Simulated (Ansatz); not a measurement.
**BiOBr (P4/nmm): the HSE06 gap against the k mesh of the hybrid**

How far can the k mesh of the hybrid be lowered for the gap of BiOBr (P4/nmm)?

Method: DFT, HSE06, plane waves, PAW, in Ansatz 0.2.0.

## (1) Starting point

It takes space group P4/nmm (No. 129, tetragonal). The conventional cell has a = 3.916 Å, b = 3.916 Å, c = 8.077 Å, α = 90.00°, β = 90.00°, γ = 90.00°. Nearest to Bi lie 4 O at 2.32 Å and 4 Br at 3.18 Å. Nearest to Br lie 4 Bi at 3.18 Å. Nearest to O lie 4 Bi at 2.32 Å. Farther neighbours, and contacts between anions beyond the nearest, are not listed.

The cell and positions come from the Crystallography Open Database and are kept as given unless a step says otherwise. The default PAW set here is soft_2. Its files were made with PBE.

## (2) k mesh of the hybrid: 2×2×2

Input file input.yaml:

```yaml
crystal:
  lattice:
    - [3.916, 0.0, 0.0]
    - [0.0, 3.916, 0.0]
    - [0.0, 0.0, 8.077]
  atoms:
    - { symbol: Bi, position: [0.0, 0.5, 0.154] }
    - { symbol: Bi, position: [0.5, 0.0, 0.846] }
    - { symbol: Br, position: [0.0, 0.5, 0.653] }
    - { symbol: Br, position: [0.5, 0.0, 0.347] }
    - { symbol: O, position: [0.0, 0.0, 0.0] }
    - { symbol: O, position: [0.5, 0.5, 0.0] }
kpoints:
  mp_grid: { grid: [2, 2, 2] }
  band_path:
    path:
      - [0.0, 0.0, 0.0]
      - [0.0, 0.5, 0.0]
      - [0.5, 0.5, 0.0]
      - [0.0, 0.0, 0.5]
      - [0.0, 0.5, 0.5]
      - [0.5, 0.5, 0.5]
      - [0.0, 0.4, 0.5]
      - [0.0, 0.0, 0.4]
    npoints: 1
hamiltonian:
  xc: hse06
scf:
  occupations: { method: fixed }
  n_extra_bands: 6
output:
  eigenvalues: true
```

Run with:

```
> ansatz run input.yaml --threads 4 --pin off --max-ram 18432MiB --backend cpu --events-out ev --progress --plain --runs-dir out
```

The log of the run:

```text
scf.n_extra_bands = 6 over 28 filled bands (N_el = 56.0): the run solves 34 bands
exact exchange: scf.exx.singularity resolves to wigner_seitz, which cuts the screened interaction at the faces of the exchange supercell's Wigner-Seitz cell, so that each pair interacts once, at the shortest of its separations (the periodic images that this leaves out come, for a point-like exchange hole, to about 0.041 eV on a filled level). The cut falls within the interaction's reach, and what an exchange supercel [...]
Engine: ansatz 0.2.0, aarch64-unknown-linux-gnu
Pseudopotentials: kind: paw
Pseudopotential: Bi, paw, valence charge 15, recommended cutoff 420 eV (normal), Bi.paw.azcp
Pseudopotential: Br, paw, valence charge 7, recommended cutoff 420 eV (normal), Br.paw.azcp
Pseudopotential: O, paw, valence charge 6, recommended cutoff 420 eV (normal), O.paw.azcp
Functional definition: HSE06
  parameter a = 0.25
  parameter omega = 0.11/bohr
  exchange = pbe_x - a*pbe_x_sr(omega) + a*exact_x_sr(omega)
  correlation = pbe_c
davidson cushion auto → on  (no smearing: the cushion is to keep the highest requested band from converging to the state above it; pin scf.eigensolver.cushion to override)
Crystal: 6 atoms, lattice volume = 123.861 Å³
Basis set: ecut = 420 eV, 2419 PW (Γ)
Bands: 34, of which v1, the nominal top of the filled ones, is band 28 counted from 1 (27 counted from 0)
Symmetry: 16 space group operations
Space group: P4/nmm (ITA 129), of the structure as read, at distance tolerance 5.0e-5 Å
k-points: 6 of 8
Non-local potential: Bi, projectors of the file, l = 0: 2, l = 1: 2, l = 2: 2, l = 3: 2
Non-local potential: Br, projectors of the file, l = 0: 2, l = 1: 2, l = 2: 2
Non-local potential: O, projectors of the file, l = 0: 2, l = 1: 2, l = 2: 1
PAW form: soft (Blöchl's): semilocal exchange-correlation on the pseudo side does not see the compensation charge
PAW frozen core: Bi, regenerated for the run's functional, and the local potential with it (the file was generated under x = pbe(κ = 0.804, μ = 0.219515), c = pbe(β = 0.066725))
PAW frozen core: Br, regenerated for the run's functional, and the local potential with it (the file was generated under x = pbe(κ = 0.804, μ = 0.219515), c = pbe(β = 0.066725))
PAW frozen core: O, regenerated for the run's functional, and the local potential with it (the file was generated under x = pbe(κ = 0.804, μ = 0.219515), c = pbe(β = 0.066725))
PAW one-centre angular grid: Bi, 590 points (default); XC on 64 Gauss nodes
PAW one-centre angular grid: Br, 110 points (default); XC on 64 Gauss nodes
PAW one-centre angular grid: O, 110 points (default); XC on 96 Gauss nodes
Initial density: superposition of atomic densities (neutral atoms: chi_scale 0, normalization atom), corrected by the library's trained network
Initial wavefunctions: pseudopotential atomic-orbital guess
Functional: x = pbe(κ = 0.804, μ = 0.219515), c = pbe(β = 0.066725), warm-up for x = pbe(κ = 0.804, μ = 0.219515) + 0.25 (exact − pbe) at short range (hse, ω = 0.207870 Å⁻¹), c = pbe(β = 0.066725); HSE06 as pw.x's `hse` composes it (authors' and Libxc's form: `xc: wpbeh`)
SCF iter   1: F=—  HF=-31495.613161 eV  |F-HF|=—  |Δ(HF+E_count)|=         —  Δρ=2.82e-3  dr2=1.26e-2  ethr=1.77e-3  ⟨swp⟩=5.8  Hψ=872  notcnv=0
preconditioner: auto → none  [insulator: Δε(μ)=2.254 eV  Ē_g=16.460 eV  n_scr=30 (ndim 8)  ℏωp=25.0 eV  f_vac=0.002]
SCF iter   2: F=—  HF=-31495.617748 eV  |F-HF|=—  |Δ(HF+E_count)|=   4.59e-3  Δρ=3.03e-3  dr2=1.32e-2  ethr=2.26e-5  ⟨swp⟩=4.5  Hψ=701  notcnv=0  defer=1
SCF iter   3: F=—  HF=-31495.616425 eV  |F-HF|=—  |Δ(HF+E_count)|=   1.32e-3  Δρ=1.29e-3  dr2=3.92e-3  ethr=2.26e-5  ⟨swp⟩=3.7  Hψ=521  notcnv=0
iter 4 solved again at ethr=4.69e-7 eV; its pass at ethr=7.00e-6 eV (dr2=2.63e-4 eV) is discarded
SCF iter   4: F=-31495.616123 eV  HF=-31495.616096 eV  |F-HF|=2.65e-5  |Δ(HF+E_count)|=   3.29e-4  Δρ=5.18e-4  dr2=2.64e-4  ethr=4.69e-7  ⟨swp⟩=2.8  Hψ=936  notcnv=0
[...]
Frozen-core exchange: fock
SCF iter   1: F=—  HF=-31506.117074 eV  |F-HF|=—  |Δ(HF+E_count)|=         —  Δρ=7.35e-3  dr2=7.55e-2  ethr=4.71e-6  ⟨swp⟩=7.0  Hψ=1041  notcnv=0
preconditioner: auto → none  [insulator: Δε(μ)=3.230 eV  Ē_g=18.534 eV  n_scr=30 (ndim 8)  ℏωp=25.0 eV  f_vac=0.004]
SCF iter   2: F=—  HF=-31506.096756 eV  |F-HF|=—  |Δ(HF+E_count)|=   2.03e-2  Δρ=4.96e-3  dr2=2.19e-2  ethr=4.71e-6  ⟨swp⟩=4.8  Hψ=777  notcnv=0
SCF iter   3: F=—  HF=-31506.093763 eV  |F-HF|=—  |Δ(HF+E_count)|=   2.99e-3  Δρ=2.06e-3  dr2=1.15e-2  ethr=4.71e-6  ⟨swp⟩=4.0  Hψ=698  notcnv=0
SCF iter   4: F=—  HF=-31506.110652 eV  |F-HF|=—  |Δ(HF+E_count)|=   1.69e-2  Δρ=1.28e-3  dr2=2.88e-3  ethr=4.71e-6  ⟨swp⟩=4.0  Hψ=690  notcnv=0
SCF iter   5: F=—  HF=-31506.109899 eV  |F-HF|=—  |Δ(HF+E_count)|=   7.53e-4  Δρ=2.31e-4  dr2=1.34e-4  ethr=4.56e-6  ⟨swp⟩=3.2  Hψ=484  notcnv=0
SCF iter   6: F=—  HF=-31506.110367 eV  |F-HF|=—  |Δ(HF+E_count)|=   4.68e-4  Δρ=4.06e-4  dr2=2.47e-4  ethr=1.34e-7  ⟨swp⟩=4.0  Hψ=724  notcnv=0
SCF iter   7: F=-31506.110319 eV  HF=-31506.110319 eV  |F-HF|=2.71e-7  |Δ(HF+E_count)|=   4.79e-5  Δρ=5.09e-5  dr2=5.53e-6  ethr=1.34e-7  ⟨swp⟩=4.0  Hψ=559  notcnv=0
SCF 2 stopped early in 7 iterations: F = -31506.110319 eV  dr2 = 5.53e-6
  greatest PAW one-centre occupation: 0.991 electrons in one spin orbital (limit 2), on the Bi atom at site 0 (counted from 0), in its partial waves of l = 2
hybrid outer 1: dexx = +2.092e-2 eV, tail = 7.34e-5 eV
Exchange kernel: α = 0.2500, screened, ω = 0.2079 Å⁻¹, Wigner–Seitz truncation, v(0) = 839.7638 eV·Å³, q-mesh 2×2×2, nearest image of the exchange supercell L = 7.83 Å, pair-density grid 24×24×40, without the augmentation charges, whose exchange is taken in its separable form by FFT convolution over the k-point mesh (sized by the pseudopotential files, 27×27×54 at the most), smooth part of the exact exchange by density-matrix convolution
Frozen-core exchange: fock
SCF iter   1: F=—  HF=-31506.110204 eV  |F-HF|=—  |Δ(HF+E_count)|=         —  Δρ=1.02e-4  dr2=1.88e-5  ethr=6.55e-7  ⟨swp⟩=2.0  Hψ=450  notcnv=0
preconditioner: auto → none  [insulator: Δε(μ)=3.178 eV  Ē_g=18.546 eV  n_scr=30 (ndim 8)  ℏωp=25.0 eV  f_vac=0.004]
iter 2 solved again at ethr=9.93e-10 eV; its pass at ethr=3.22e-8 eV (dr2=5.56e-7 eV) is discarded
SCF iter   2: F=—  HF=-31506.110203 eV  |F-HF|=—  |Δ(HF+E_count)|=   1.57e-6  Δρ=2.62e-5  dr2=7.28e-7  ethr=9.93e-10  ⟨swp⟩=3.3  Hψ=1156  notcnv=0
SCF iter   3: F=—  HF=-31506.110203 eV  |F-HF|=—  |Δ(HF+E_count)|=   7.22e-7  Δρ=8.02e-6  dr2=1.12e-7  ethr=9.93e-10  ⟨swp⟩=4.0  Hψ=576  notcnv=0
SCF iter   4: F=-31506.110203 eV  HF=-31506.110203 eV  |F-HF|=5.76e-9  |Δ(HF+E_count)|=   1.08e-8  Δρ=2.23e-6  dr2=3.87e-8  ethr=1.70e-10  ⟨swp⟩=3.0  Hψ=481  notcnv=0
SCF 3 converged in 4 iterations: F = -31506.110203 eV  dr2 = 3.87e-8
hybrid outer 2: dexx = +9.515e-7 eV, tail = 1.01e-7 eV, Δε = 3.47e-3 eV (about 1.72e-4 eV left of the loop's levels)
NSCF: frozen V_eff on 8 k-points
hybrid SCF converged: 2 outer / 11 inner (+4 warm-up), last move |dexx| = 9.51e-7 eV, tail = 1.01e-7 eV
Stability not checked: this state was not tested for a lower state beside it, because the functional holds exact exchange (a hybrid, or Hartree-Fock), whose exchange loop this test does not read (fock_operator; see scf.lower_state_search)
Free energy (F): -31506.110203 eV
Frozen-core exchange: fock
Harris-Foulkes:  -31506.110203 eV  (|F-HF|=5.76e-9)
Internal energy: -31506.110203 eV  (E = F + TS)
E sigma→0 (E₀):  -31506.110203 eV
Fermi energy:    6.863679 eV
--- Per-component energies (eV) ---
  E_band       = -318.071262
  E_kinetic    = 1220.138366
  E_local      = -5440.684089  (includes V_loc(G=0)·N_el)
  E_nonlocal   = 1366.735889
  E_hartree    = 1994.765618
  E_xc         = -780.222266
  E_vxc        = -549.027456  (∫ρ·V_xc dr)
  E_exx        = -135.164230  (= α·E_x^exact, valence–valence)
  E_paw        = -26214.776651  (= ΣΔE_a)
  E_vpaw       = -634.443297  (= ΣTr[D̂ρ^β])
  E_aug_tail   = 0.004011  (compensation charges beyond the density's cutoff)
  E_ewald      = -3516.430001
  E_core_change = -0.476852  (= ΣΔE_core)
  E_smearing   = -0.000000  (= −TS)
  E_closure    = -0.000000  (closes the sum)
  Σ components = -31506.110203   (vs F -31506.110203, Δ=-3.64e-12)
--- Band table (eV; the first three rows and the last of 6) ---
  k-point 0: bands = [... 24 lower, 5.7490, 6.0545, 6.0545, 6.2824, 10.2740, 11.1987, 12.9670, 12.9670, ... 2 higher]
  k-point 1: bands = [... 24 lower, 5.7728, 6.3723, 6.3723, 6.8002, 10.0412, 10.4490, 12.7877, 12.7877, ... 2 higher]
  k-point 2: bands = [... 24 lower, 6.2950, 6.2950, 6.8295, 6.8295, 12.3305, 12.3305, 12.8779, 12.8779, ... 2 higher]
  k-point 5: bands = [... 24 lower, 5.5135, 5.5135, 5.6903, 5.6903, 11.9569, 11.9569, 13.4441, 13.4441, ... 2 higher]
```

Run time: 18 s. Hardware: 4 threads of Arm Neoverse V1, shared host; peak memory 0.91 GiB; 58 s of CPU time.

Read from the output:

- gap: 3.022 eV
- valence top at: k = (0.000, 0.400, 0.500)
- conduction bottom at: Z
- least direct gap: 3.241 eV
- exact-exchange fraction: 0.25

The gap is indirect, with the least direct gap 0.22 eV higher.

## (3) k mesh of the hybrid: 4×4×2

Changes to input.yaml since step 2:

```diff
@@ -13,3 +13,3 @@
 kpoints:
-  mp_grid: { grid: [2, 2, 2] }
+  mp_grid: { grid: [4, 4, 2] }
   band_path:
```

The log of the run:

```text
[...]
Crystal: 6 atoms, lattice volume = 123.861 Å³
Basis set: ecut = 420 eV, 2419 PW (Γ)
Bands: 34, of which v1, the nominal top of the filled ones, is band 28 counted from 1 (27 counted from 0)
[... 1 set-up line as in the run before ...]
[...]
k-points: 12 of 32
[...]
SCF iter   1: F=—  HF=-31495.987526 eV  |F-HF|=—  |Δ(HF+E_count)|=         —  Δρ=2.02e-3  dr2=9.27e-3  ethr=1.77e-3  ⟨swp⟩=6.0  Hψ=1762  notcnv=0
[...]
Fermi energy:    6.821187 eV
[...]
--- Band table (eV; the first three rows and the last of 12) ---
  k-point 0: bands = [... 24 lower, 5.7195, 6.0300, 6.0300, 6.2279, 10.2529, 11.1762, 12.9589, 12.9589, ... 2 higher]
  k-point 1: bands = [... 24 lower, 5.7619, 6.3399, 6.3399, 6.7341, 10.0128, 10.4434, 12.7821, 12.7821, ... 2 higher]
  k-point 2: bands = [... 24 lower, 6.1908, 6.3717, 6.4501, 6.7628, 11.8940, 12.1822, 12.1920, 12.7025, ... 2 higher]
  k-point 11: bands = [... 24 lower, 5.5089, 5.5089, 5.6300, 5.6300, 11.9430, 11.9430, 13.4360, 13.4360, ... 2 higher]
[key lines of the parts left out:]
Free energy (F): -31506.443570 eV
```

It took 42 s on 4 threads; peak memory 1.7 GiB.

Numbers from this step:

```
gap                  : 3.035 eV
valence top at       : k = (0.000, 0.400, 0.500)
conduction bottom at : Z
least direct gap     : 3.279 eV
```

The gap is 3.035 eV, +0.013 eV from the run before at this level.

## (4) k mesh of the hybrid: 6×6×2

Changes to input.yaml since step 3:

```diff
@@ -13,3 +13,3 @@
 kpoints:
-  mp_grid: { grid: [4, 4, 2] }
+  mp_grid: { grid: [6, 6, 2] }
   band_path:
```

The log of the run:

```text
[...]
Crystal: 6 atoms, lattice volume = 123.861 Å³
Basis set: ecut = 420 eV, 2419 PW (Γ)
Bands: 34, of which v1, the nominal top of the filled ones, is band 28 counted from 1 (27 counted from 0)
[... 1 set-up line as in the run before ...]
[...]
k-points: 20 of 72
[...]
SCF iter   1: F=—  HF=-31495.996816 eV  |F-HF|=—  |Δ(HF+E_count)|=         —  Δρ=2.10e-3  dr2=1.07e-2  ethr=1.77e-3  ⟨swp⟩=6.2  Hψ=2941  notcnv=0
[...]
Fermi energy:    6.920868 eV
[...]
--- Band table (eV; the first three rows and the last of 20) ---
  k-point 0: bands = [... 24 lower, 5.7183, 6.0292, 6.0292, 6.2250, 10.2515, 11.1750, 12.9603, 12.9603, ... 2 higher]
  k-point 1: bands = [... 24 lower, 5.7620, 6.3386, 6.3386, 6.7306, 10.0113, 10.4427, 12.7837, 12.7837, ... 2 higher]
  k-point 2: bands = [... 24 lower, 6.1089, 6.1790, 6.4284, 6.4970, 11.1473, 11.6665, 12.4208, 12.8227, ... 2 higher]
  k-point 19: bands = [... 24 lower, 5.5111, 5.5111, 5.6271, 5.6271, 11.9433, 11.9433, 13.4373, 13.4373, ... 2 higher]
[key lines of the parts left out:]
Free energy (F): -31506.450563 eV
```

Wall time 81 s (4 threads); peak memory 3 GiB; 5 min of CPU time.

This step gave:

| Item | Value |
| --- | --- |
| gap | 3.036 eV |
| valence top at | k = (0.000, 0.400, 0.500) |
| conduction bottom at | Z |
| least direct gap | 3.281 eV |

The gap is 3.036 eV, as in the run before at this level.

## (5) The series

Differences are against the last row; a negative gap means that bands overlap, and a run with a band path holds that path's time. Times are wall times on 4 threads of Arm Neoverse V1, shared host, good to a factor of about two.

| k mesh of the hybrid | gap (eV) | direct gap (eV) | gap error (eV) | energy error (meV/atom) | irreducible k | time |
| --- | --- | --- | --- | --- | --- | --- |
| 2×2×2 | 3.022 | 3.241 | −0.014 | +56.7 | 6 | 18 s |
| 4×4×2 | 3.035 | 3.279 | −0.0004 | +1.2 | 12 | 42 s |
| 6×6×2 | 3.036 | 3.281 | +0.000 | +0.0 | 20 | 81 s |

## (6) Outcome

* 2×2×2: 3.022 eV
* 4×4×2: 3.035 eV
* 6×6×2: 3.036 eV

In words: The gap holds to 0.02 eV from 2×2×2 on, the cheapest setting tried. At 2×2×2 the gap is off by −0.014 eV and the energy by +57 meV/atom. The gap is read over the mesh and added points near the edges, so meshes differ mainly through the density and, for a hybrid, the exchange operator.

[Long decimals in the printed logs are rounded to 6 places.]

[Logs are printed without paths, hosts, clocks, repeated set-up lines and the standing remarks that a program may print on its own settings, such as how far it seeks lower states.]

[Paths, hosts, dates, memory and timing lines, banners, echoed tables and standing remarks are left out of the program output; an Ansatz launch command may be rebuilt from the run's recorded settings. Measured values are a selection of at most five: reports struck by readers or far from the other reports are left out. None is set beside runs whose start may be inverted or whose files or cutoffs have a known fault.]

[Runs of the session that timed out or met a known fault of the program may be left out.]

[Cells called generated may have been cut or substituted from an entry of the Crystallography Open Database or the Materials Project.]

[Hosts, paths, dates, database ids (printed as entryN), source tags and the programs' standing remarks are cut or masked in the printed files.]

[Where the starting crystal was built by hand or by swapping elements, it need not be the compound's stable phase.]
